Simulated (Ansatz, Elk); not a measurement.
# LiGaSiSe4: X-ray structure factors from the self-consistent density

Structure refinements treat a crystal as free atoms side by side. For a made-up structure of LiGaSiSe4 (cell and positions from a PBEsol relaxation) the runs below show what the calculated density changes in F(hkl).

Method: DFT, PBE, all-electron APW+lo, Dirac cores, scalar-relativistic bands, static density, no spin, in Elk 11.2.3 (patched build).

The structure was built from a prototype and need not be the compound's stable phase.

**1. The starting structure**

It takes space group I-4 (No. 82, tetragonal). Conventional cell: a = 5.696 Å, b = 5.696 Å, c = 10.127 Å, α = 90.00°, β = 90.00°, γ = 90.00°. Nearest to Se lie 1 Si at 2.29 Å and 1 Ga at 2.43 Å and 1 Li at 2.56 Å. Nearest to Ga lie 4 Se at 2.43 Å. Nearest to Si lie 4 Se at 2.29 Å. Nearest to Li lie 4 Se at 2.56 Å. Farther neighbours and most contacts between anions are not listed.

Coordinates:

```cif
data_structure
_symmetry_space_group_name_H-M 'I-4'
_symmetry_Int_Tables_number 82
_cell_length_a 5.6958
_cell_length_b 5.6958
_cell_length_c 10.1273
_cell_angle_alpha 90.000
_cell_angle_beta 90.000
_cell_angle_gamma 90.000
_cell_volume 328.55
loop_
_atom_site_label
_atom_site_type_symbol
_atom_site_symmetry_multiplicity
_atom_site_Wyckoff_symbol
_atom_site_fract_x
_atom_site_fract_y
_atom_site_fract_z
_atom_site_occupancy
Se1 Se 8 g 0.78160 0.25858 0.11770 1
Ga1 Ga 2 b 0.50000 0.50000 0.00000 1
Si1 Si 2 c 0.00000 0.50000 0.25000 1
Li1 Li 2 d 0.50000 0.00000 0.25000 1
```

**2. Ground state and structure factors**

An all-electron density is needed, since X-rays see the cores too. Task 0 finds the density and task 195 Fourier-transforms it; tshift is off so that phases refer to the origin typed.

The input, elk.in:

```
tasks
  0
  195

xctype
  20

spinpol
  .false.

rgkmax
  7.0

gmaxvr
  14.0

lmaxo
  7

lmaxapw
  8

swidth
  0.002

tshift
  .false.

ramdisk
  .false.

hmaxvr
  5.5

maxscl
  120

epspot
  1e-06

sppath
  './'

avec
  -5.38176120099 5.38176120099 9.56889483994
  5.38176120099 -5.38176120099 9.56889483994
  5.38176120099 5.38176120099 -9.56889483994

atoms
  4
  'Se.in'
  4
  0.3762795490 0.8993039637 0.0401807049   0.000000 0.000000 0.000000
  0.8591232589 0.3360988441 0.9598192951   0.000000 0.000000 0.000000
  0.1006960363 0.1408767411 0.4769755853   0.000000 0.000000 0.000000
  0.6639011559 0.6237204510 0.5230244147   0.000000 0.000000 0.000000
  'Ga.in'
  1
  0.5000000000 0.5000000000 0.0000000000   0.000000 0.000000 0.000000
  'Si.in'
  1
  0.7500000000 0.2500000000 0.5000000000   0.000000 0.000000 0.000000
  'Li.in'
  1
  0.2500000000 0.7500000000 0.5000000000   0.000000 0.000000 0.000000

ngridk
  6 6 6
```

On the command line:

```bash
OMP_NUM_THREADS=4 elk
```

Numbers of over 12 decimals in the logs are rounded to 6 here.

The log of the run:

```text
┌─────────────────────────┐
│ Elk code version 11.2.3 │
└─────────────────────────┘

All units are atomic (Hartree, Bohr, etc.)

┌─────────────────────────────────────────────────┐
│ Ground-state run starting from atomic densities │
└─────────────────────────────────────────────────┘

Lattice vectors :
  -5.381761201       5.381761201       9.568894840
   5.381761201      -5.381761201       9.568894840
   5.381761201       5.381761201      -9.568894840

Reciprocal lattice vectors :
  0.4679139543E-17  0.5837480587      0.3283130086
  0.5837480587      0.4679139543E-17  0.3283130086
  0.5837480587      0.5837480587     -0.1591674617E-17

Unit cell volume      :    1108.589140
Brillouin zone volume :   0.2237530609

Muffin-tin inner radius fraction :   0.1000000000E-01

Nuclei treated as point charges

Species : 1 (Se)
 parameters loaded from : Se.in
 name : selenium
 nuclear charge    :   -34.00000000
 electronic charge :    34.00000000
 atomic mass :    143935.2749
 muffin-tin radius :    2.183499199
 number of radial points in muffin-tin :    993
 inner part over the whole radius :   0.9936880974E-02
 number on inner part of muffin-tin    :    701
 approximate nuclear radius :   0.7785908700E-04
 number of mesh points to nuclear radius :    345
 atomic positions (lattice), magnetic fields (Cartesian) :
  1 :   0.37627955  0.89930396  0.04018070    0.00000000  0.00000000  0.00000000
  2 :   0.85912326  0.33609884  0.95981930    0.00000000  0.00000000  0.00000000
  3 :   0.10069604  0.14087674  0.47697559    0.00000000  0.00000000  0.00000000
  4 :   0.66390116  0.62372045  0.52302441    0.00000000  0.00000000  0.00000000

Species : 2 (Ga)
 parameters loaded from : Ga.in
 name : gallium
 nuclear charge    :   -31.00000000
 electronic charge :    31.00000000
 atomic mass :    127097.2539
 muffin-tin radius :    2.350559416
 number of radial points in muffin-tin :    993
 inner part over the whole radius :   0.9856663504E-02
 number on inner part of muffin-tin    :    701
 approximate nuclear radius :   0.7562051033E-04
 number of mesh points to nuclear radius :    339
 atomic positions (lattice), magnetic fields (Cartesian) :
  1 :   0.50000000  0.50000000  0.00000000    0.00000000  0.00000000  0.00000000

Species : 3 (Si)
 parameters loaded from : Si.in
 name : silicon
 nuclear charge    :   -14.00000000
 electronic charge :    14.00000000
 atomic mass :    51196.73458
 muffin-tin radius :    2.043640422
 number of radial points in muffin-tin :    793
 inner part over the whole radius :   0.9931397973E-02
 number on inner part of muffin-tin    :    552
 approximate nuclear radius :   0.5963282101E-04
 number of mesh points to nuclear radius :    247
 atomic positions (lattice), magnetic fields (Cartesian) :
  1 :   0.75000000  0.25000000  0.50000000    0.00000000  0.00000000  0.00000000

Species : 4 (Li)
 parameters loaded from : Li.in
 name : lithium
 nuclear charge    :   -3.000000000
 electronic charge :    3.000000000
 atomic mass :    12652.66898
 muffin-tin radius :    1.800000000
 number of radial points in muffin-tin :    593
 inner part over the whole radius :   0.9806707936E-02
 number on inner part of muffin-tin    :    401
 approximate nuclear radius :   0.4000070961E-04
 number of mesh points to nuclear radius :    148
 atomic positions (lattice), magnetic fields (Cartesian) :
  1 :   0.25000000  0.75000000  0.50000000    0.00000000  0.00000000  0.00000000

Total number of atoms per unit cell :    7
Total muffin-tin volume :    289.0061835
 ratio of muffin-tin to unit cell volume :   0.2606972891

Spin treatment :
 spin-unpolarised

Number of Bravais lattice symmetries :   16
Number of crystal symmetries         :    4
Crystal has no inversion symmetry
Complex Hermitian eigensolver will be used

k-point grid :      6     6     6
k-point offset :    0.000000000       0.000000000       0.000000000
k-point set is reduced with full crystal symmetry group
Total number of k-points :       58

[...]
at k-point 1

Charges :
 core                        :    100.0000000
 valence                     :    84.00000000
 interstitial                :    12.82818799
 muffin-tins (core leakage)
  species : 1 (Se)
[...]
species : 2 (Ga)
[...]
species : 3 (Si)
[...]
species : 4 (Li)
   atom 1                    :    2.152042603     (   0.000000000    )
 total in muffin-tins        :    171.1718120
 total calculated charge     :    183.9950423
 total charge                :    184.0000000
 error                       :   0.4957712437E-02

RMS change in Kohn-Sham potential (target) :    4.733476507     (  0.1000000000E-05)
Absolute change in total energy (target)   :    5.231096463     (  0.1000000000E-03)

[... loops 3 to 14 left out ...]

┌──────────────────┐
│ Loop number : 15 │
└──────────────────┘

Energies :
 Fermi                       :     0.158109
 sum of occupied eigenvalues :     -6912.3396094148
 electron kinetic            :      12234.423929271
 core electron kinetic       :      11253.518522403
 Coulomb                     :     -23746.498004988
 Coulomb potential           :     -18560.514025835
 nuclear-nuclear             :     -1343.3774337682
 electron-nuclear            :     -26267.118382419
 Hartree                     :      3863.9978111993
 Madelung                    :     -14466.240992070
 xc potential                :     -586.24951285084
 exchange                    :     -441.90784449873
 correlation                 :     -8.809847
 electron entropic           :    -0.48755533592719E-11
 total energy                :     -11962.791766951

Density of states at Fermi energy :   0.5139544773E-07
 (states/Hartree/unit cell)

Estimated indirect band gap :   0.8827642528E-01
 from k-point 1 to k-point 1
Estimated direct band gap   :   0.8827642528E-01
 at k-point 1

Charges :
 core                        :    100.0000000
 valence                     :    84.00000000
 interstitial                :    12.82573769
 muffin-tins (core leakage)
  species : 1 (Se)
[...]
species : 2 (Ga)
[...]
species : 3 (Si)
[...]
species : 4 (Li)
   atom 1                    :    2.140648241     (   0.000000000    )
 total in muffin-tins        :    171.1742623
 total calculated charge     :    183.9951838
 total charge                :    184.0000000
 error                       :   0.4816152778E-02

RMS change in Kohn-Sham potential (target) :   0.3002433218E-06 (  0.1000000000E-05)
Absolute change in total energy (target)   :   0.4025505768E-04 (  0.1000000000E-03)

Convergence targets achieved

┌──────────────────┐
│ Loop number : 16 │
└──────────────────┘

Energies :
 Fermi                       :     0.158109
 sum of occupied eigenvalues :     -6912.3396085019
 electron kinetic            :      12234.423928793
 core electron kinetic       :      11253.518522996
 Coulomb                     :     -23746.498003596
 Coulomb potential           :     -18560.514027559
 nuclear-nuclear             :     -1343.3774337682
 electron-nuclear            :     -26267.118377838
 Hartree                     :      3863.9978080102
 Madelung                    :     -14466.240989817
 xc potential                :     -586.24950973610
 exchange                    :     -441.90784435083
 correlation                 :     -8.809847
 electron entropic           :    -0.48755543166510E-11
 total energy                :     -11962.791765891

Density of states at Fermi energy :   0.5139545913E-07
 (states/Hartree/unit cell)

Estimated indirect band gap :   0.8827641825E-01
 from k-point 1 to k-point 1
Estimated direct band gap   :   0.8827641825E-01
 at k-point 1

Charges :
 core                        :    100.0000000
 valence                     :    84.00000000
 interstitial                :    12.82573769
 muffin-tins (core leakage)
  species : 1 (Se)
[...]
atom 4                    :    31.89796261     (  0.2414957631E-03)
  species : 2 (Ga)
   atom 1                    :    29.59613946     (  0.9782957895E-03)
  species : 3 (Si)
   atom 1                    :    11.84562416     (  0.2934060312E-02)
  species : 4 (Li)
   atom 1                    :    2.140648236     (   0.000000000    )
 total in muffin-tins        :    171.1742623
 total calculated charge     :    183.9951838
 total charge                :    184.0000000
 error                       :   0.4816152783E-02

┌──────────────────────────────┐
│ Self-consistent loop stopped │
└──────────────────────────────┘

Warning : core states of species 1 leak from the muffin-tin :   0.2414957631E-03

Warning : core states of species 2 leak from the muffin-tin :   0.9782957895E-03

Warning : core states of species 3 leak from the muffin-tin :   0.2934060312E-02

Wrote STATE.OUT
```

Run time: 3.8 min. Hardware: 4 threads of Arm Neoverse V1, shared host; peak memory 0.29 GiB; 13 min of CPU time.

SFACRHO.OUT:

```text

h k l indices transformed by vhmat matrix:
   1.000000000       0.000000000       0.000000000    
   0.000000000       1.000000000       0.000000000    
   0.000000000       0.000000000       1.000000000    

      h      k      l  multipl.   |H|            Re(F)            Im(F)           |F|

      0      0      0      1   0.0000000       184.00000      0.10163373E-16   184.00000    
     -1     -1      1      2  0.65662602       25.726926     -0.33906675E-11   25.726926    
      1      0     -1      4  0.66973967      -21.962548       20.482078       30.031134    
     -1      0      1      4  0.66973967      -21.962548      -20.482078       30.031134    
      0      0      1      4  0.82554442       12.864377      0.40718602E-11   12.864377    
      2      0     -1      4   1.0548371       38.902549      -112.83446       119.35252    
      1      1     -2      4   1.0548371       38.902549       112.83446       119.35252    
      2      1     -2      4   1.1449309      -30.700268       3.0366203       30.850082    
     -2     -1      2      4   1.1449309      -30.700268      -3.0366203       30.850082    
      1     -1     -1      4   1.1674961      -69.946848     -0.32481528E-07   69.946848    
      2      2     -2      2   1.3132520      -70.088336      0.76729235E-10   70.088336    
      0     -2      0      4   1.3394793       4.0078455      -3.8612150       5.5652320    
     -2      0      0      4   1.3394793       4.0078455       3.8612150       5.5652320    
      2     -1      0      4   1.3459563      -10.928137      -11.022777       15.521785    
     -2      1      0      4   1.3459563      -10.928137       11.022777       15.521785    
      0     -1      2      4   1.3459563      -50.269426      -9.1239205       51.090714    
     -2      1      1      4   1.3459563      -50.269426       9.1239205       51.090714    
      3      1     -2      4   1.5511784       13.985231      -18.176409       22.934004
```

Elk indexes on the primitive cell of elk.in and gives |H| = 4π sin θ/λ in inverse bohr. Below, one row stands for each form hkl of the conventional cell (m members, Friedel mates merged), F is for one primitive cell and the density is static (no thermal factor). Free-atom factors are Waasmaier and Kirfel's, and R is Σm||F|−|F'||/Σm|F|.

| hkl | m | sin θ/λ (Å⁻¹) | abs F, DFT | neutral atoms | diff. | abs of complex diff. |
| --- | --- | --- | --- | --- | --- | --- |
| 002 | 2 | 0.099 | 25.727 | 25.882 | -0.155 | 0.155 |
| 101 | 8 | 0.101 | 30.031 | 30.100 | -0.069 | 0.071 |
| 110 | 4 | 0.124 | 12.864 | 12.982 | -0.117 | 0.117 |
| 112 | 8 | 0.159 | 119.353 | 118.702 | +0.651 | 0.655 |
| 103 | 8 | 0.172 | 30.850 | 30.942 | -0.092 | 0.213 |
| 200 | 4 | 0.176 | 69.947 | 69.558 | +0.389 | 0.389 |
| 004 | 2 | 0.198 | 70.088 | 69.930 | +0.158 | 0.158 |
| 202 | 8 | 0.201 | 5.565 | 5.594 | -0.029 | 0.044 |
| 211 | 8 | 0.202 | 15.522 | 15.775 | -0.253 | 0.259 |
| 121 | 8 | 0.202 | 51.091 | 50.992 | +0.099 | 0.112 |
| 114 | 8 | 0.233 | 22.934 | 23.083 | -0.149 | 0.150 |
| 213 | 8 | 0.246 | 43.960 | 44.159 | -0.199 | 0.256 |
| 123 | 8 | 0.246 | 7.136 | 7.089 | +0.047 | 0.087 |
| 220 | 4 | 0.248 | 125.344 | 125.688 | -0.344 | 0.344 |

**3. The highest occupied states alone**

An energy window below the Fermi level keeps the highest occupied states, to see at which angles they scatter; shallow core shells can lie inside it and anion s states outside. No new self-consistency is needed.

elk.in, as its differences from that of step 2:

```diff
@@ -1,3 +1,2 @@
 tasks
-  0
   195
@@ -40,2 +39,5 @@
 
+wsfac
+  -0.393130 0.458110
+
 sppath
```

On the command line:

```bash
OMP_NUM_THREADS=4 elk
```

The log of the run:

```text
┌─────────────────────────────────┐
│ Elk code version 11.2.3 started │
└─────────────────────────────────┘

Info(readinput): the functional depends on the density's gradient
 muffin-tin radial points multiplied by    2.00000
 (not where nrmtscf is given)

┌────────────────────┐
│ Current task : 195 │
└────────────────────┘
Info(checkmt): changed muffin-tin radius of species 1 (Se) from   2.4000 to   2.1835
Info(checkmt): changed muffin-tin radius of species 2 (Ga) from   2.4000 to   2.3506
Info(checkmt): changed muffin-tin radius of species 3 (Si) from   2.2000 to   2.0436

Info(sfacrho): density structure factors written to SFACRHO.OUT

 Energy window :  -0.3931300000      0.4581100000

┌──────────────────┐
│ Elk code stopped │
└──────────────────┘
```

Run time: 27 s. Hardware: 4 threads; peak memory 0.2 GiB.

States within 15 eV below the Fermi level hold 32.00 electrons; any levels below the window count with the cores. Their amplitudes can exceed the total, where window and core parts have opposite phase:

| hkl | sin θ/λ (Å⁻¹) | abs F, window | abs F, all |
| --- | --- | --- | --- |
| 002 | 0.099 | 0.609 | 25.727 |
| 101 | 0.101 | 3.477 | 30.031 |
| 110 | 0.124 | 0.654 | 12.864 |
| 112 | 0.159 | 9.618 | 119.353 |
| 103 | 0.172 | 1.072 | 30.850 |
| 200 | 0.176 | 5.626 | 69.947 |
| 004 | 0.198 | 4.138 | 70.088 |
| 202 | 0.201 | 0.366 | 5.565 |
| 211 | 0.202 | 0.324 | 15.522 |
| 121 | 0.202 | 1.957 | 51.091 |

**4. Another functional**

The difference from free atoms is small, so it is set against the change that LDA (Perdew-Wang) makes.

elk.in, as its differences from that of step 3:

```diff
@@ -1,2 +1,3 @@
 tasks
+  0
   195
@@ -4,3 +5,3 @@
 xctype
-  20
+  3
 
@@ -39,5 +40,2 @@
 
-wsfac
-  -0.393130 0.458110
-
 sppath
```

On the command line:

```bash
OMP_NUM_THREADS=4 elk
```

The log of the run:

```text
┌─────────────────────────┐
│ Elk code version 11.2.3 │
└─────────────────────────┘

All units are atomic (Hartree, Bohr, etc.)

┌─────────────────────────────────────────────────┐
│ Ground-state run starting from atomic densities │
└─────────────────────────────────────────────────┘

Lattice vectors :
  -5.381761201       5.381761201       9.568894840
   5.381761201      -5.381761201       9.568894840
   5.381761201       5.381761201      -9.568894840

Reciprocal lattice vectors :
  0.4679139543E-17  0.5837480587      0.3283130086
[...]
species : 4 (Li)
   atom 1                    :    2.143234861     (   0.000000000    )
 total in muffin-tins        :    171.2001912
 total calculated charge     :    183.9951031
 total charge                :    184.0000000
 error                       :   0.4896948631E-02

┌──────────────────────────────┐
│ Self-consistent loop stopped │
└──────────────────────────────┘

Warning : core states of species 1 leak from the muffin-tin :   0.2412134675E-03

Warning : core states of species 2 leak from the muffin-tin :   0.1003414446E-02

Warning : core states of species 3 leak from the muffin-tin :   0.2992206287E-02

Wrote STATE.OUT
[key lines of the parts left out:]
total energy                :     -11946.289321060
```

Elapsed: 3.3 min, on 4 threads; peak memory 0.26 GiB.

Against the first run R = 0.07 %; the largest change is -0.095 at 228.

**5. Basis size**

A smaller basis shows how fast F responds to it; the change is likely larger than the basis error of the first run, but doesn't show convergence.

elk.in, as its differences from that of step 4:

```diff
@@ -5,3 +5,3 @@
 xctype
-  3
+  20
 
@@ -11,3 +11,3 @@
 rgkmax
-  7.0
+  5.5
```

On the command line:

```bash
OMP_NUM_THREADS=4 elk
```

The log of the run:

```text
┌─────────────────────────┐
│ Elk code version 11.2.3 │
└─────────────────────────┘

All units are atomic (Hartree, Bohr, etc.)

┌─────────────────────────────────────────────────┐
│ Ground-state run starting from atomic densities │
└─────────────────────────────────────────────────┘

Lattice vectors :
  -5.381761201       5.381761201       9.568894840
   5.381761201      -5.381761201       9.568894840
   5.381761201       5.381761201      -9.568894840

Reciprocal lattice vectors :
  0.4679139543E-17  0.5837480587      0.3283130086
[...]
species : 4 (Li)
   atom 1                    :    2.138461546     (   0.000000000    )
 total in muffin-tins        :    171.0680573
 total calculated charge     :    183.9951823
 total charge                :    184.0000000
 error                       :   0.4817688281E-02

┌──────────────────────────────┐
│ Self-consistent loop stopped │
└──────────────────────────────┘

Warning : core states of species 1 leak from the muffin-tin :   0.2422628629E-03

Warning : core states of species 2 leak from the muffin-tin :   0.9830340015E-03

Warning : core states of species 3 leak from the muffin-tin :   0.2930065487E-02

Wrote STATE.OUT
[key lines of the parts left out:]
total energy                :     -11962.697950831
```

Wall time 1.9 min (4 threads); peak memory 0.27 GiB.

Against the first run R = 0.03 %; the largest change is +0.070 at 008.

**6. Settings against the effect**

| run | R against the first run (%) | R against neutral atoms, low angle (%) | wall time |
| --- | --- | --- | --- |
| PBE, rgkmax 7 | 0.00 | 0.47 | 3.8 min |
| LDA (Perdew-Wang) | 0.07 | 0.46 | 3.3 min |
| rgkmax 5.5 | 0.03 | 0.47 | 1.9 min |

**7. Outcome**

```
R against neutral atoms, sin θ/λ < 0.3 Å⁻¹ : 0.47 %
R against neutral atoms, 0.3 to 0.58 Å⁻¹   : 0.26 %
```

What this shows: Independent neutral atoms miss the calculated amplitudes by R = 0.47 % below 0.3 Å⁻¹ and 0.26 % from there to 0.58 Å⁻¹; by shells, 0.39 % below 0.15 Å⁻¹ (3 forms), 0.47 % 0.15 to 0.3 (20 forms), 0.36 % 0.3 to 0.45 (48 forms), 0.19 % above 0.45 (78 forms). Bonding, aspherical density and the tables' own atoms all enter these figures, and the runs don't part them. The largest change of an amplitude is +0.65 electrons, at 112. R counts amplitudes alone; phases shift too. The window's part falls from 32.0 electrons at the origin to at most 0.39 between 0.45 and 0.58 Å⁻¹. Below 0.3 Å⁻¹ the changes that finished (LDA (Perdew-Wang) and rgkmax 5.5) move F by R = 0.02 % at most, against the 0.47 % that separates it from free atoms. The k-mesh has no finished test. Part of the difference isn't bonding: the tables are fits to free atoms and ions calculated by other methods than this functional. Thermal motion, anomalous dispersion and extinction are left out.

[Logs are printed without paths, hosts, clocks, repeated set-up lines and the standing remarks that a program may print on its own settings, such as how far it seeks lower states.]

[Hosts, paths, dates, database ids (printed as entryN), source tags and the programs' standing remarks are cut or masked in the printed files.]
